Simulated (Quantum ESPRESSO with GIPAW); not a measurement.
# KTaO3: NMR parameters from first principles

Aim: the magnetic shielding of every site in KTaO3.

Calculated with Quantum ESPRESSO with GIPAW 8.0dev (patched build); DFT, PBEsol, plane-wave PAW (pslibrary 1.0.0 recipes), scalar-relativistic, GIPAW; a patched development version of the program.

**1. The structure**

It takes space group Pm-3m (No. 221, cubic). Conventional cell: a = 3.988 Å, b = 3.988 Å, c = 3.988 Å, α = 90.00°, β = 90.00°, γ = 90.00°. Nearest to Ta lie 6 O at 1.99 Å. Nearest to K lie 12 O at 2.82 Å. O has 2 Ta at 1.99 Å and 4 K at 2.82 Å nearest. Farther neighbours and most contacts between anions are not listed.

The cell is an entry of the Crystallography Open Database; it need not be the form that is stable at ambient conditions.

**2. The SCF step**

GIPAW is a response on top of the ground state, so the wavefunctions come first. Their errors pass straight into the induced current, hence the tight threshold. No empty states are asked for: the response is solved without them. The mesh has a spacing of 0.23 Å⁻¹ at most. The PAW files were made with ld1.x from the pslibrary 1.0.0 recipes, with GIPAW reconstruction switched on.

Input file scf.in:

```
&control
  calculation = 'scf'
  prefix = 'x'
  outdir = './tmp/'
  pseudo_dir = './'
/
&system
  ibrav = 0
  nat = 5
  ntyp = 3
  ecutwfc = 55
  ecutrho = 330
  nbnd = 20
/
&electrons
  conv_thr = 1.0d-10
  mixing_beta = 0.7
  electron_maxstep = 100
/
ATOMIC_SPECIES
  Ta 180.948 Ta.pbesol-spn-kjpaw_psl.1.0.0-gipaw.UPF
  K 39.098 K.pbesol-spn-kjpaw_psl.1.0.0-gipaw.UPF
  O 15.999 O.pbesol-n-kjpaw_psl.1.0.0-gipaw.UPF
CELL_PARAMETERS angstrom
  3.98830000 0.00000000 0.00000000
  0.00000000 3.98830000 0.00000000
  0.00000000 0.00000000 3.98830000
ATOMIC_POSITIONS crystal
  Ta 0.00000000 0.00000000 0.00000000
  K 0.50000000 0.50000000 0.50000000
  O 0.00000000 0.00000000 0.50000000
  O 0.00000000 0.50000000 0.00000000
  O 0.50000000 0.00000000 0.00000000
K_POINTS automatic
  7 7 7 0 0 0
```

The run is started by

```sh
$ mpirun -np 4 pw.x -nk 4 -in scf.in > scf.out
```

What it wrote:

```text
using ibrav=0 with symmetry is DISCOURAGED, use correct ibrav instead

     bravais-lattice index     =            0
     lattice parameter (alat)  =       7.5368  a.u.
     unit-cell volume          =     428.1146 (a.u.)^3
     number of atoms/cell      =            5
     number of atomic types    =            3
     number of electrons       =        40.00
     number of Kohn-Sham states=           20
     kinetic-energy cutoff     =      55.0000  Ry
     charge density cutoff     =     330.0000  Ry
     scf convergence threshold =      1.0E-10
     mixing beta               =       0.7000
     number of iterations used =            8  plain     mixing
     Exchange-correlation= SLA-PW-PSX-PSC
                           (   1   4  10   8   0   0   0)
[...]
Ta               13.00   180.94800     Ta( 1.00)
     K                 9.00    39.09800     K ( 1.00)
     O                 6.00    15.99900     O ( 1.00)

     48 Sym. Ops., with inversion, found
[...]
number of k points=    20
[...]
Dense  grid:    43387 G-vectors     FFT dimensions: (  45,  45,  45)

     Smooth grid:    23583 G-vectors     FFT dimensions: (  36,  36,  36)

     Check: negative core charge=   -0.000002

     Initial potential from superposition of free atoms

     starting charge      39.9807, renormalised to      40.0000
     Starting wfcs are   30 randomized atomic wfcs

     Self-consistent Calculation

     iteration #  1     ecut=    55.00 Ry     beta= 0.70
     Davidson diagonalization with overlap
     ethr =  1.00E-02,  avg # of iterations =  1.0

     total energy              =    -952.20856010 Ry
     estimated scf accuracy    <       1.82214447 Ry

     iteration #  2     ecut=    55.00 Ry     beta= 0.70
     Davidson diagonalization with overlap
     ethr =  4.56E-03,  avg # of iterations =  8.8

     total energy              =    -952.75696489 Ry
     estimated scf accuracy    <       3.49932675 Ry

     iteration #  3     ecut=    55.00 Ry     beta= 0.70
     Davidson diagonalization with overlap
     ethr =  4.56E-03,  avg # of iterations =  2.8

     total energy              =    -952.34783577 Ry
     estimated scf accuracy    <       0.89713598 Ry

[...]
c_bands: 2 eigenvalues not converged on the other pools
[...]
c_bands: 1 eigenvalues not converged on the other pools
[...]
c_bands:  1 eigenvalues not converged
     c_bands: 1 eigenvalues not converged on the other pools
[...]
total energy              =    -953.31847400 Ry
[...]
iteration # 63     ecut=    55.00 Ry     beta= 0.70
     Davidson diagonalization with overlap
     ethr =  2.82E-13,  avg # of iterations =  7.2

     total energy              =    -953.31847400 Ry
     estimated scf accuracy    <          3.4E-09 Ry

     iteration # 64     ecut=    55.00 Ry     beta= 0.70
     Davidson diagonalization with overlap
     ethr =  2.82E-13,  avg # of iterations = 10.8

     End of self-consistent calculation
     [one-electron energies left out]

!    total energy              =    -953.31847400 Ry
     total all-electron energy =    -32853.896463 Ry
     estimated scf accuracy    <          1.7E-11 Ry

     The total energy is the sum of the following terms:
     one-electron contribution =     -66.53572897 Ry
     hartree contribution      =      56.63213594 Ry
     xc contribution           =     -73.81181018 Ry
     ewald contribution        =    -207.36447283 Ry
     one-center paw contrib.   =    -662.23859796 Ry

     convergence has been achieved in  64 iterations
[...]
JOB DONE.
```

Wall time 78 s (4 MPI ranks of Arm Neoverse V1, shared host); peak memory 0.66 GiB.

It converged in 64 cycles to an estimated accuracy of 2e-11 Ry, on 20 irreducible k-points.

**3. GIPAW: job nmr**

The job finds the current that a weak uniform field induces (applied as a long wave, q_gipaw) and the field that this current makes at each nucleus. On atoms with p or d valence electrons much of the paramagnetic part arises close to the nucleus, where the PAW partial waves rebuild the true states. pawproj makes the reconstruction use the PAW data sets' own projectors.

Input file nmr.in:

```
&inputgipaw
  job = 'nmr'
  prefix = 'x'
  tmp_dir = './tmp/'
  restart_mode = 'from_scratch'
  verbosity = 'low'
  q_gipaw = 0.01
  spline_ps = .true.
  conv_threshold = 1.0d-11
  use_nmr_macroscopic_shape = .false.
  pawproj(1) = .true.
  pawproj(2) = .true.
  pawproj(3) = .true.
/
```

The run is started by

```sh
$ mpirun -np 4 gipaw.x -in nmr.in > nmr.out
```

What it wrote:

```text
[banner, memory and clock lines left out]
[a note of our patched build left out]

     Parallelizing q-star over 1 images

     IMPORTANT: XC functional enforced from input :
     Exchange-correlation= PBESOL
                           (   1   4  10   8   0   0   0)
     Any further DFT definition will be discarded
     Please, verify this is what you really want

     Check: negative core charge=   -0.000002
[...]
projs nearly linearly dependent: l=0  n1,n2= 1, 2  s=  0.99583929
[...]
alpha_pv=    134.9879 eV

     spline_ps is .false., expect some extrapolation errors

     q-space interpolation up to    66.00 Rydberg

     GIPAW job: nmr
     NMR macroscopic correction: no
[...]
Computing the magnetic susceptibility     isolve=0    ethr=  0.1000E-10
     Starting from scratch
     k-point #    1 of    20      pool #  1    cpu time:       1.3
[...]
End of magnetic susceptibility calculation

     f-sum rule (1st term):
           -41.9769          0.0000          0.0000
             0.0000        -41.9769          0.0000
             0.0000          0.0000        -41.9769

     f-sum rule (2nd term):
            -0.9483          0.0000          0.0000
             0.0000         -0.9483          0.0000
             0.0000          0.0000         -0.9483

     f-sum rule (should be   -42.9134):
           -42.9252          0.0000          0.0000
             0.0000        -42.9252          0.0000
             0.0000          0.0000        -42.9252

[... susceptibilities left out ...]
     Contributions to the NMR chemical shifts: -------------------------------

     Macroscopic shape contribution in ppm:                    0.00
             0.0000          0.0000          0.0000
             0.0000          0.0000          0.0000
             0.0000          0.0000          0.0000

     Core contribution in ppm:

     Atom  1  Ta  pos: (  0.000000  0.000000  0.000000)  core sigma:        9173.71
     Atom  2  K   pos: (  0.500000  0.500000  0.500000)  core sigma:        1192.38
     Atom  3  O   pos: (  0.000000  0.000000  0.500000)  core sigma:         270.50
     Atom  4  O   pos: (  0.000000  0.500000  0.000000)  core sigma:         270.50
     Atom  5  O   pos: (  0.500000  0.000000  0.000000)  core sigma:         270.50

     Bare contribution in ppm:

     Atom  1  Ta  pos: (  0.000000  0.000000  0.000000)  bare sigma:         -22.33
[...]
Atom  2  K   pos: (  0.500000  0.500000  0.500000)  bare sigma:         113.68
[...]
Atom  3  O   pos: (  0.000000  0.000000  0.500000)  bare sigma:         -58.18
[...]
Atom  4  O   pos: (  0.000000  0.500000  0.000000)  bare sigma:         -58.18
[...]
Atom  5  O   pos: (  0.500000  0.000000  0.000000)  bare sigma:         -58.18
[...]
Diamagnetic contribution in ppm:

     Atom  1  Ta  pos: (  0.000000  0.000000  0.000000)  dia sigma:         -73.59
[...]
Atom  2  K   pos: (  0.500000  0.500000  0.500000)  dia sigma:          -3.51
[...]
Atom  3  O   pos: (  0.000000  0.000000  0.500000)  dia sigma:          17.61
[...]
Atom  4  O   pos: (  0.000000  0.500000  0.000000)  dia sigma:          17.61
[...]
Atom  5  O   pos: (  0.500000  0.000000  0.000000)  dia sigma:          17.61
[...]
Paramagnetic contribution in ppm:

     Atom  1  Ta  pos: (  0.000000  0.000000  0.000000)  para sigma:       -8164.43
[...]
Atom  2  K   pos: (  0.500000  0.500000  0.500000)  para sigma:        -276.31
[...]
Atom  3  O   pos: (  0.000000  0.000000  0.500000)  para sigma:        -201.03
[...]
Atom  4  O   pos: (  0.000000  0.500000  0.000000)  para sigma:        -201.03
[...]
Atom  5  O   pos: (  0.500000  0.000000  0.000000)  para sigma:        -201.03
[...]
Paramagnetic US occ-occ contribution in ppm:

     Atom  1  Ta  pos: (  0.000000  0.000000  0.000000)  para_oo sigma:         -43.53
[...]
Atom  2  K   pos: (  0.500000  0.500000  0.500000)  para_oo sigma:          -0.54
[...]
Atom  3  O   pos: (  0.000000  0.000000  0.500000)  para_oo sigma:           1.17
[...]
Atom  4  O   pos: (  0.000000  0.500000  0.000000)  para_oo sigma:           1.17
[...]
Atom  5  O   pos: (  0.500000  0.000000  0.000000)  para_oo sigma:           1.17
[...]
Paramagnetic US L_R Q_R contribution in ppm:

     Atom  1  Ta  pos: (  0.000000  0.000000  0.000000)  para_lq sigma:        2147.58
[...]
Atom  2  K   pos: (  0.500000  0.500000  0.500000)  para_lq sigma:         105.18
[...]
Atom  3  O   pos: (  0.000000  0.000000  0.500000)  para_lq sigma:        -210.38
[...]
Atom  4  O   pos: (  0.000000  0.500000  0.000000)  para_lq sigma:        -210.38
[...]
Atom  5  O   pos: (  0.500000  0.000000  0.000000)  para_lq sigma:        -210.38
[...]
Total NMR chemical shifts in ppm: ---------------------------------------
     (adopting the Simpson convention for anisotropy and asymmetry)-----------

     Atom  1  Ta  pos: (  0.000000  0.000000  0.000000)  Total sigma:        3017.41
          3017.4108         -0.0000          0.0000
            -0.0000       3017.4108         -0.0000
            -0.0000         -0.0000       3017.4108

     Ta      1    anisotropy:      0.00    eta:    0.0000
[...]
Atom  2  K   pos: (  0.500000  0.500000  0.500000)  Total sigma:        1130.89
          1130.8876         -0.0000         -0.0000
             0.0000       1130.8876         -0.0000
            -0.0000         -0.0000       1130.8876

     K       2    anisotropy:     -0.00    eta:    0.0000
[...]
Atom  3  O   pos: (  0.000000  0.000000  0.500000)  Total sigma:        -180.31
          -299.4505          0.0000         -0.0000
            -0.0000       -299.4505         -0.0000
            -0.0000         -0.0000         57.9812

     O       3    anisotropy:    357.43    eta:    0.0000
[...]
Atom  4  O   pos: (  0.000000  0.500000  0.000000)  Total sigma:        -180.31
[... its tensor is left out ...]
     Atom  5  O   pos: (  0.500000  0.000000  0.000000)  Total sigma:        -180.31
[... its tensor is left out ...]
```

The job ended after 3.6 min (4 MPI ranks; peak memory 0.35 GiB).

The f-sum rule is met to 0.012 of 42.9 (0.03 %). Converged shieldings require that this miss be small, but a small miss does not prove them.

From the symmetric part of each tensor, with principal values σ11 ≤ σ22 ≤ σ33: σ_iso is their mean, the span is σ33 − σ11 and the skew 3(σ_iso − σ22)/span. (gipaw.x prints an anisotropy in another convention.)

```csv
site,atom no.,atoms in cell,σ_iso (ppm),span (ppm),skew
Ta,1,1,3017,0,-
K,2,1,1130.9,0.0,-
O,3,3,-180.3,357.4,1.00
```

The macroscopic shape term is switched off. For a spherical sample the valence susceptibility of this run would add about 5 ppm to every site, a rough estimate, since the susceptibility converges slowly and lacks part of the PAW terms. Differences within the crystal don't depend on it, but shieldings of different compounds can't be compared to better than a few ppm without it.

Ta and K sit on cubic site symmetry, where the tensor must be isotropic. An axis of order three or more runs through O, so two principal values coincide and the skew is ±1. In this run the largest span is that of O (site symmetry 4/mmm), with principal values -299.4, -299.4 and 58.0 ppm.

17O also has a quadrupolar coupling here. It is not given: on PAW files the efg job of this gipaw.x leaves out the augmentation charge of neighbouring atoms and can miss by tens of per cent.

**4. Sites, surroundings and shifts**

Covalently bonded atoms count as neighbours within 1.18 times the sum of their radii. Otherwise a cation's neighbours lie within 1.2 times its shortest bond (1.3 for large cations, each anion's radius taken off where they differ), and an anion's are the cations that count it.

```csv
site,atom no.,atoms in cell,surroundings,bonds (Å),σ_iso (ppm)
Ta,1,1,TaO6,1.994,3017
K,2,1,KO12,2.820,1130.9
O,3,3,bound to Ta2K4,1.99 to 2.82,-180.3
```

**5. Summary of results**

```
17O shielding without shape term   : -180.3 ppm
39K shielding without shape term   : 1130.9 ppm
181Ta shielding without shape term : 3017 ppm
```

In words: 17O has one site (bound to Ta2K4), with isotropic shielding -180.3 ppm (shape term left out). A shift needs a reference, δ = σ_ref − σ, fixed on measured compounds; for 17O of this kind at this level too few were at hand, or they scattered too widely about a line, so none is given. No sound run at another cutoff or mesh is at hand, so convergence rests on the f-sum rule and on experience with these files. Spin-orbit coupling is missing, which matters for Ta and for the light atoms bound to such centres. The scalar-relativistic files are used with non-relativistic response operators, which weighs most on the heavy atoms' own shieldings. This build of gipaw.x prints that it is not audited and that its numbers are no references by themselves. It also reports spline_ps as false although the input sets it; why was not traced. pw.x warned of eigenvalues not converged in some cycles of 3 ground-state runs, which then met the threshold.

[Banner, clock, file and message-heading lines were taken out of the pw.x and gipaw.x logs.]

[Logs are printed without paths, hosts, clocks, repeated set-up lines and the standing remarks that a program may print on its own settings, such as how far it seeks lower states.]

[Hosts, paths, dates, database ids (printed as entryN), source tags and the programs' standing remarks are cut or masked in the printed files.]

[Where no reference line passes its bar on scatter, no shift is given, so a measured shift of this compound may stand uncompared.]
